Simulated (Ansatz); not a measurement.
G0W0 rungs for BAs (F-43m).

```
B As
1.0
     0.00000    2.38850    2.38850
     2.38850    0.00000    2.38850
     2.38850    2.38850    0.00000
B As
1 1
Direct
  0.00000 0.00000 0.00000
  0.25000 0.25000 0.25000
```

The cell and positions come from the Crystallography Open Database and are kept as given unless a step says otherwise. PAW set soft_2, made with PBE.

Runs so far (Ansatz 0.2.0, start PBE, default PAW files, 6×6×6 mesh). Times are wall times on 1 × NVIDIA H100 80GB HBM3 (shared by 6 runs) with 3 threads of AMD EPYC 7R13 (Zen 3), shared host, good to a factor of about two.

| bands summed | cutoff (eV) | gap on the mesh (eV) | time |
| --- | --- | --- | --- |
| 37 | 60 | 1.681 | 3.6 s |
| 90 | 120 | 1.872 | 3.9 s |

**Question.** What should the next rung give, with 184 bands and screening to 200 eV, and where is the limit?

The error falls about as one over the bands when the cutoff rises with them. A line through the two highest rungs given predicts 1.940 eV; the run gave 1.943 eV, close to it. The two highest rungs put the limit near 2.011 eV, the pair below near 2.005 eV; their difference is a rough measure of what is unsettled in bands and cutoff; the mesh is a separate error.

Gaps are over the mesh's points; an edge off the mesh would be missed. Limits: not at the basis limit; no spin-orbit coupling.

[Paths, hosts, dates, memory and timing lines, banners, echoed tables and standing remarks are left out of the program output.]

[Logs are printed without paths, hosts, clocks, repeated set-up lines and the standing remarks that a program may print on its own settings, such as how far it seeks lower states.]

[Runs of the session that timed out or met a known fault of the program may be left out.]

[Cells called generated may have been cut or substituted from an entry of the Crystallography Open Database or the Materials Project.]

[Hosts, paths, dates, database ids (printed as entryN), source tags and the programs' standing remarks are cut or masked in the printed files.]
